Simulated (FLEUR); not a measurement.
## Anisotropy of free Ni(001) film, 1 layer with FLEUR

Aim: the anisotropy of free Ni(001) film, 1 layer from single passes in the potential of one collinear state.

Program: FLEUR MaX-R8.1. Level of theory: PBE; all-electron FLAPW film, Dirac cores, scalar-relativistic bands. Results are calculated unless marked as measured.

**1. Starting point**

The cell holds 1 atom: 1 Ni. Cell: a = 2.492 Å, b = 2.492 Å, c = 14.000 Å, α = 90.0°, β = 90.0°, γ = 90.0°. Layers at typed spacings, unrelaxed. Vacuum lies along c.

**2. Reference state**

The force theorems are single passes in this state's potential, so it has to be converged first.

No symmetry is used, so that later steps may turn the spins freely; k and −k are joined. FLEUR takes the sheet as a true film: the images along c are dropped, heights are typed in bohr, and the vacuum on both sides is semi-infinite. inpgen writes inp.xml from crystal.txt; cutoffs, mixing, functional, smearing and local orbitals are then set in the file. The k list scf (kpts.xml, not shown) is a Γ-centred 12×12×1 mesh; where the ranks do not divide the number of points, some are split in two of half the weight.

The input, inp.xml:

```
<?xml version="1.0" encoding="UTF-8" standalone="no"?>
<fleurInput fleurInputVersion="0.39">
   <comment>
      Ni
   </comment>
   <calculationSetup>
      <cutoffs Kmax="3.66" Gmax="11.0" GmaxXC="11.0" numbands="0"/>
      <scfLoop itmax="150" minDistance="0.00002" maxIterBroyd="15" imix="Anderson" alpha="0.03" precondParam="0.0" spinf="2.0" sdNocoIR="T"/>
      <coreElectrons ctail="F" frcor="F" kcrel="0" coretail_lmax="0"/>
      <xcFunctional name="pbe" relativisticCorrections="F"/>
      <magnetism jspins="2" l_noco="F" l_ss="F">
         <qss>0.0 0.0 0.0</qss>
         <mtNocoParams l_mperp="F" l_mtNocoPot="F" l_relaxSQA="F" mag_mixing_scheme="0" mix_RelaxWeightOffD="1.0" l_constrained="F" mix_constr="1.0"/>
         <sourceFreeMag l_sourceFree="F" l_scaleMag="F" mag_scale="1.0"/>
      </magnetism>
      <soc l_soc="F" theta="0.0" phi="0.0" spav="F"/>
      <expertModes spex="0" secvar="F"/>
      <geometryOptimization l_f="F" forcealpha="1.0" forcemix="BFGS" epsdisp="0.00001" epsforce="0.00001"/>
      <ldaU l_linMix="F" mixParam="0.05" spinf="1.0"/>
   </calculationSetup>
   <cell>
      <bzIntegration valenceElectrons="18.0" mode="hist" fermiSmearingEnergy="0.00183747">
         <kPointListSelection listName="scf"/>
         <xi:include xmlns:xi="http://www.w3.org/2001/XInclude" href="kpts.xml"> </xi:include>
      </bzIntegration>
      <xi:include xmlns:xi="http://www.w3.org/2001/XInclude" href="sym.xml"> </xi:include>
      <filmLattice scale="1.0" dVac="5.28" dTilda="7.78">
         <bravaisMatrixFilm>
            <row-1>    4.7086305846658192     0.0000000000000000</row-1>
            <row-2>    0.0000000000000000     4.7086305846658192</row-2>
         </bravaisMatrixFilm>
         <vacuumEnergyParameters vacuum="1" spinUp="-.25" spinDown="-.25"/>
         <vacuumEnergyParameters vacuum="2" spinUp="-.25" spinDown="-.25"/>
      </filmLattice>
   </cell>
   <atomSpecies>
      <species name="Nickel (Ni1.000" element="Ni" atomicNumber="28">
         <mtSphere radius="2.24" gridPoints="741" logIncrement="0.016"/>
         <atomicCutoffs lmax="8" lnonsphr="6"/>
         <electronConfig flipSpins="F">
            <coreConfig>(1s1/2) (2s1/2) (2p1/2) (2p3/2)</coreConfig>
            <valenceConfig>(3s1/2) (3p1/2) (3p3/2) (4s1/2) (3d3/2) (3d5/2)</valenceConfig>
            <stateOccupation state="(3d3/2)" spinUp="1.6" spinDown="1.6"/>
            <stateOccupation state="(3d5/2)" spinUp="2.9" spinDown="1.9"/>
         </electronConfig>
         <energyParameters s="4" p="4" d="3" f="4"/>
         <lo type="SCLO" l="0" n="3" eDeriv="0"/>
         <lo type="SCLO" l="1" n="3" eDeriv="0"/>
      </species>
   </atomSpecies>
   <atomGroups>
      <atomGroup species="Nickel (Ni1.000">
         <filmPos label="                   1">.0000000000 .0000000000 .0000000000</filmPos>
         <force calculate="T" relaxXYZ="TTT"/>
         <nocoParams  alpha="0.0" beta="0.0"/>
      </atomGroup>
   </atomGroups>
   <output dos="F" band="F" slice="F">
      <bandDOS minEnergy="-.5*Htr" maxEnergy="0.5*Htr" sigma="0.015" storeEVData="T"/>
      <plotting iplot="0" polar="F">
         <plot TwoD="T" vec1="  1.0  0.0  0.0" vec2="  0.0  1.0  0.0" vec3="  0.0  0.0  1.0" zero="  0.0  0.0 -0.5" file="plot"/>
      </plotting>
      <moessbauerParams electricFieldGradient="F" isomerShift="F" coreHyperfine="F" valenceHyperfine="F"/>
   </output>
</fleurInput>
```

The input, crystal.txt:

```
Ni
&input film=T cartesian=F /
2.49170000000  0.00000000000  0.00000000000
0.00000000000  2.49170000000  0.00000000000
0.00000000000  0.00000000000  1.00000000000
1.8897261246
1.0 1.0 1.0

1
28 0.00000000000  0.00000000000  0.00000000000 : 1.000

&kpt div1=12 div2=12 div3=1 gamma=T /
```

Launch:

```sh
$ OMP_NUM_THREADS=1 inpgen -f crystal.txt -nosym -noco > inpgen.log  # inp.xml is then edited as shown
$ OMP_NUM_THREADS=1 mpirun -n 4 fleur_MPI > fleur.log
```

The program printed:

```text
Welcome to FLEUR        (www.flapw.de)
      MaX-Release 8.1          (www.max-centre.eu)

 ========== k-point set info ==========
 Selected k-point list: scf
 k-point list type: mesh
 0 x 0 x 0
 Number of k points: 76

 ------------Calculation Setup---------------------------
 Number of MPI-tasks      :            4
 Number of PE/node        :            4
 Number of OMP-threads    :            1
 k-points in parallel     :            4
 pe's per k-point         :            1
 No of k-point loops      :           19
 Eigenvalue solver        :       lapack
 Number of basis functions:          156
 Approximate size of matrices (H+S) per k-point:         0.001 GB
 --------------------------------------------------------
 Complex matrix made real
 Complex matrix made real
 Iteration:     1   Distance:      28.03346855 me/bohr^3
 Iteration:     2   Distance:      22.53640733 me/bohr^3
 Iteration:     3   Distance:       8.28133916 me/bohr^3
 Iteration:     4   Distance:       7.49235530 me/bohr^3
 Iteration:     5   Distance:       3.86375576 me/bohr^3
 Iteration:     6   Distance:       3.13324572 me/bohr^3
 Iteration:     7   Distance:       2.12224260 me/bohr^3
 Iteration:     8   Distance:       2.00552937 me/bohr^3
 Iteration:     9   Distance:       0.48131547 me/bohr^3
 Iteration:    10   Distance:       0.38430183 me/bohr^3
 Iteration:    11   Distance:       0.27426941 me/bohr^3
 Iteration:    12   Distance:       0.12591351 me/bohr^3
 Iteration:    13   Distance:       0.15045365 me/bohr^3
 Iteration:    14   Distance:       0.08918471 me/bohr^3
 Iteration:    15   Distance:       0.08164006 me/bohr^3
 Iteration:    16   Distance:       0.07973346 me/bohr^3
 Iteration:    17   Distance:       0.06377522 me/bohr^3
 Iteration:    18   Distance:       0.03520147 me/bohr^3
 Iteration:    19   Distance:       0.01055233 me/bohr^3
 Iteration:    20   Distance:       0.01240714 me/bohr^3
 Iteration:    21   Distance:       0.00591245 me/bohr^3
 Iteration:    22   Distance:       0.00303028 me/bohr^3
 Iteration:    23   Distance:       0.00080001 me/bohr^3
 Iteration:    24   Distance:       0.00013972 me/bohr^3
 Iteration:    25   Distance:       0.00010378 me/bohr^3
 Iteration:    26   Distance:       0.00006862 me/bohr^3
 Iteration:    27   Distance:       0.00001616 me/bohr^3

 ********************************************************************
 Run finished successfully
 Stop message:
   all done
 ********************************************************************

--- out.xml (last complete iteration) ---
<iteration numberForCurrentRun="   27" overallNumber="   27">
         <energyParameters units="Htr">
            <atomicEP atomType="1" spin="1" branch="4s" branchLowest="-3.98" branchHighest="1.28" value="-0.2757939927"/>
            <atomicEP atomType="1" spin="1" branch="4p" branchLowest="-2.52" branchHighest="1.89" value="-0.1273380112"/>
            <atomicEP atomType="1" spin="1" branch="3d" branchLowest="-9.99" branchHighest="-0.15" value="-0.2491607544"/>
            <atomicEP atomType="1" spin="1" branch="4f" branchLowest="-9.99" branchHighest="3.25" value="0.1976390299"/>
            <loAtomicEP atomType="1" spin="1" branch="3s" branchLowest="-35.96" branchHighest="-3.98" value="-3.9836699690"/>
            <loAtomicEP atomType="1" spin="1" branch="3p" branchLowest="-30.91" branchHighest="-2.52" value="-2.5288604388"/>
            <vacuumEP vacuum="1" spin="1" vzIR="-0.2409197095" vzInf="0.0000000000" value="-0.2500000000"/>
            <vacuumEP vacuum="2" spin="1" vzIR="-0.2409197095" vzInf="0.0000000000" value="-0.2500000000"/>
            <atomicEP atomType="1" spin="2" branch="4s" branchLowest="-3.94" branchHighest="1.30" value="-0.2712371194"/>
            <atomicEP atomType="1" spin="2" branch="4p" branchLowest="-2.47" branchHighest="1.92" value="-0.1249413993"/>
            <atomicEP atomType="1" spin="2" branch="3d" branchLowest="-9.99" branchHighest="-0.10" value="-0.2144207284"/>
            <atomicEP atomType="1" spin="2" branch="4f" branchLowest="-9.99" branchHighest="3.27" value="0.1985927095"/>
            <loAtomicEP atomType="1" spin="2" branch="3s" branchLowest="-35.94" branchHighest="-3.94" value="-3.9401881825"/>
            <loAtomicEP atomType="1" spin="2" branch="3p" branchLowest="-30.90" branchHighest="-2.47" value="-2.4864255646"/>
            <vacuumEP vacuum="1" spin="2" vzIR="-0.2462111802" vzInf="0.0000000000" value="-0.2500000000"/>
            <vacuumEP vacuum="2" spin="2" vzIR="-0.2462111802" vzInf="0.0000000000" value="-0.2500000000"/>
         </energyParameters>
         <bandgap value="0.0000000040" units="eV"/>
         <sumValenceSingleParticleEnergies value="-25.3772479923" units="Htr"/>
         <FermiEnergy value="-0.1884885634" units="Htr"/>
         <valenceDensity>
            <mtCharges spin="1">
               <mtCharge atomType="1" total="8.8451802" s="1.1958396" p="3.0606422" d="4.5839204" f="0.0035294"/>
            </mtCharges>
            <mtCharges spin="2">
               <mtCharge atomType="1" total="7.8443084" s="1.1891109" p="3.0674057" d="3.5831453" f="0.0034600"/>
            </mtCharges>
            <spinDependentCharge spin="1" total="9.4785946" interstitial="0.5451834" mtSpheres="8.8451802" vacuum1="0.0441156" vacuum2="0.0441156"/>
            <spinDependentCharge spin="2" total="8.5214056" interstitial="0.5758320" mtSpheres="7.8443084" vacuum1="0.0506326" vacuum2="0.0506326"/>
            <totalCharge value="18.0000002483"/>
         </valenceDensity>
         <coreStates atomType="     1" atomicNumber=" 28" spin="1" kinEnergy="    677.1702641777" eigValSum="   -430.3347941580" lostElectrons=" 0.000000">
            <state n="1" l="0" j="0.5" energy="-301.6136869709" weight="1.0000000000"/>
            <state n="2" l="0" j="0.5" energy="-35.9588173628" weight="1.0000000000"/>
            <state n="2" l="1" j="0.5" energy="-31.3490300714" weight="1.0000000000"/>
            <state n="2" l="1" j="1.5" energy="-30.7066298765" weight="2.0000000000"/>
         </coreStates>
         <coreStates atomType="     1" atomicNumber=" 28" spin="2" kinEnergy="    677.3802807124" eigValSum="   -430.2649218147" lostElectrons=" 0.000000">
            <state n="1" l="0" j="0.5" energy="-301.6137364234" weight="1.0000000000"/>
            <state n="2" l="0" j="0.5" energy="-35.9373408561" weight="1.0000000000"/>
            <state n="2" l="1" j="0.5" energy="-31.3332352157" weight="1.0000000000"/>
            <state n="2" l="1" j="1.5" energy="-30.6903046598" weight="2.0000000000"/>
         </coreStates>
         <allElectronCharges>
            <spinDependentCharge spin="1" total="14.4785946" interstitial="0.5451834" mtSpheres="13.8451802" vacuum1="0.0441156" vacuum2="0.0441156"/>
            <spinDependentCharge spin="2" total="13.5214056" interstitial="0.5758320" mtSpheres="12.8443084" vacuum1="0.0506326" vacuum2="0.0506326"/>
            <totalCharge value="28.0000002487"/>
         </allElectronCharges>
         <magneticMomentsInMTSpheres units="muBohr">
            <globalMagMoment atomType="1" vec="0.00000   0.00000   1.00087"/>
            <localMagMoment atomType="1" vec="0.00000   0.00000   1.00087"/>
         </magneticMomentsInMTSpheres>
         <moessbauerParams unitsHFF="kG" unitsIS="e/bohr^3" unitsEFG="Htr/bohr^2">
         </moessbauerParams>
         <totalEnergy value="    -1520.7649503624" units="Htr">
            <sumOfEigenvalues value="     -885.9769639650">
               <coreElectrons value="-860.5997159727"/>
               <valenceElectrons value="-25.3772479923"/>
            </sumOfEigenvalues>
            <densityCoulombPotentialIntegral value="-2348.3577892048"/>
            <densityEffectivePotentialIntegral value="-2430.8541121830"/>
            <chargeDenXCDenIntegral value="-63.5123971361"/>
            <FockExchangeEnergyValence value="0.0000000000"/>
            <FockExchangeEnergyCore value="0.0000000000"/>
            <atomTypeDependentContributions atomType="1">
               <electronNucleiInteractionDifferentMTs value="1822.3046416753"/>
               <MadelungTerm value="-5.6461651666"/>
            </atomTypeDependentContributions>
            <tkbTimesEntropy value="0.0008503609"/>
            <freeEnergy value="-1520.7658007232"/>
            <extrapolationTo0K value="-1520.7653755428"/>
         </totalEnergy>
         <densityConvergence units="me/bohr^3">
            <chargeDensity spin="1" distance="0.0000082022"/>
            <chargeDensity spin="2" distance="0.0000109894"/>
            <overallChargeDensity distance="0.0000161580"/>
            <spinDensity distance="0.0000107241"/>
         </densityConvergence>
      </iteration>
```

It took 40 s on 4 MPI ranks of Arm Neoverse V1, shared host; peak memory 0.49 GiB.

This step gave:

| Item | Value |
| --- | --- |
| free energy | -41382.1456 eV |
| program's band gap on this mesh (in a metal only a level spacing) | 4.00e-9 eV |
| magnetization | 0.9572 μB |
| final state | ferromagnetic |
| largest moment | 1.001 μB |

After 27 cycles the largest moment stands at 1.00 μB.

**3. Anisotropy by the force theorem, rung 1**

Anisotropy is a small difference, so it is taken from sums over occupied states at a frozen potential, where most errors cancel.

One pass with spin–orbit coupling for each direction, from the saved density. Inversion lets half of the mesh serve, which the program's warning doesn't know. The k list mae (kpts.xml, not shown) is a Γ-centred 20×20×1 mesh.

inp.xml, as its differences from that of step 2:

```diff
@@ -6,4 +6,4 @@
    <calculationSetup>
-      <cutoffs Kmax="3.66" Gmax="11.0" GmaxXC="11.0" numbands="0"/>
-      <scfLoop itmax="150" minDistance="0.00002" maxIterBroyd="15" imix="Anderson" alpha="0.03" precondParam="0.0" spinf="2.0" sdNocoIR="T"/>
+      <cutoffs Kmax="3.66" Gmax="11.0" GmaxXC="11.0" numbands="34"/>
+      <scfLoop itmax="1" minDistance="0.00002" maxIterBroyd="15" imix="Anderson" alpha="0.03" precondParam="0.0" spinf="2.0" sdNocoIR="T"/>
       <coreElectrons ctail="F" frcor="F" kcrel="0" coretail_lmax="0"/>
@@ -15,3 +15,3 @@
       </magnetism>
-      <soc l_soc="F" theta="0.0" phi="0.0" spav="F"/>
+      <soc l_soc="T" theta="0.0" phi="0.0" spav="F"/>
       <expertModes spex="0" secvar="F"/>
@@ -22,3 +22,3 @@
       <bzIntegration valenceElectrons="18.0" mode="hist" fermiSmearingEnergy="0.00183747">
-         <kPointListSelection listName="scf"/>
+         <kPointListSelection listName="mae"/>
          <xi:include xmlns:xi="http://www.w3.org/2001/XInclude" href="kpts.xml"> </xi:include>
@@ -64,2 +64,5 @@
    </output>
+   <forceTheorem>
+      <MAE theta="0.0 1.5707963 1.5707963" phi="0.0 0.0 1.5707963"/>
+   </forceTheorem>
 </fleurInput>
```

Launch:

```sh
$ OMP_NUM_THREADS=1 mpirun -n 4 fleur_MPI -warn_only > fleur.log
```

The program printed:

```text
[banner, memory and clock lines left out]
Welcome to FLEUR        (www.flapw.de)
      MaX-Release 8.1          (www.max-centre.eu)
************FLEUR-Warning*****************
Error message: k-point set is not compatible to missing time-reversal symmetry in calculation.
Error occurred in subroutine: gen_bz
Error from PE:0/4
Other PEs with error messages:
     1-k-point set is not compatible to missing time-reversal symmetry in calculation.
     2-k-point set is not compatible to missing time-reversal symmetry in calculation.
     3-k-point set is not compatible to missing time-reversal symmetry in calculation.
*****************************************
************FLEUR-Warning*****************
Error message: k-point set is not compatible to missing time-reversal symmetry in calculation.
Error occurred in subroutine: gen_bz
Error from PE:1/4
Other PEs with error messages:
     2-k-point set is not compatible to missing time-reversal symmetry in calculation.
     3-k-point set is not compatible to missing time-reversal symmetry in calculation.
*****************************************

 ========== k-point set info ==========
 Selected k-point list: mae
 k-point list type: mesh
 0 x 0 x 0
 Number of k points: 204

************FLEUR-Warning*****************
Error message: k-point set is not compatible to missing time-reversal symmetry in calculation.
Error occurred in subroutine: gen_bz
Error from PE:2/4
Other PEs with error messages:
     3-k-point set is not compatible to missing time-reversal symmetry in calculation.
*****************************************
 [... set-up left out ...]
 ********************************************************************
 Run finished successfully
 Stop message:
   Forcetheorem MAE
 ********************************************************************

--- out.xml (force theorem) ---
<Forcetheorem_MAE Angles="3" units="Htr">
            <Angle theta="0.0000000" phi="0.0000000" ev-sum="-25.377975165"/>
            <Angle theta="1.5707963" phi="0.0000000" ev-sum="-25.378004775"/>
            <Angle theta="1.5707963" phi="1.5707963" ev-sum="-25.378004775"/>
         </Forcetheorem_MAE>
```

It took 6.7 s on 4 MPI ranks; peak memory 0.33 GiB.

Anisotropy energies, by row:

```csv
axis,x,y,z,band energy less the first axis' (meV a cell)
z,0,0,1,0
x,1,0,0,-0.8057
y,0,1,0,-0.8057
```

Shape anisotropy is not in these numbers.

**4. Anisotropy by the force theorem, rung 2**

A second rung shows how far the first can be trusted.

The k list mae (kpts.xml, not shown) is a Γ-centred 30×30×1 mesh.

inp.xml is that of step 3.

The program printed:

```text
[banner, memory and clock lines left out]
Welcome to FLEUR        (www.flapw.de)
      MaX-Release 8.1          (www.max-centre.eu)
************FLEUR-Warning*****************
Error message: k-point set is not compatible to missing time-reversal symmetry in calculation.
Error occurred in subroutine: gen_bz
Error from PE:0/4
*****************************************

 ========== k-point set info ==========
 Selected k-point list: mae
 k-point list type: mesh
 0 x 0 x 0
 Number of k points: 452

 [... set-up left out ...]
 ********************************************************************
 Run finished successfully
 Stop message:
   Forcetheorem MAE
 ********************************************************************

--- out.xml (force theorem) ---
<Forcetheorem_MAE Angles="3" units="Htr">
            <Angle theta="0.0000000" phi="0.0000000" ev-sum="-25.378002610"/>
            <Angle theta="1.5707963" phi="0.0000000" ev-sum="-25.378031786"/>
            <Angle theta="1.5707963" phi="1.5707963" ev-sum="-25.378031786"/>
         </Forcetheorem_MAE>
```

The job ended after 13 s (4 MPI ranks; peak memory 0.42 GiB).

Anisotropy energies, by row:

```csv
axis,x,y,z,band energy less the first axis' (meV a cell)
z,0,0,1,0
x,1,0,0,-0.7939
y,0,1,0,-0.7939
```

[end of part 1 of 2]

[Logs and program files are shortened in this print: banners, set-up blocks, solver, clock and traceback lines can be left out without a mark of their own.]

[Logs are printed without paths, hosts, clocks, repeated set-up lines and the standing remarks that a program may print on its own settings, such as how far it seeks lower states.]

[Hosts, paths, dates, database ids (printed as entryN), source tags and the programs' standing remarks are cut or masked in the printed files.]

[Where a cell is said to come from a database of computed structures, the database is the Materials Project.]
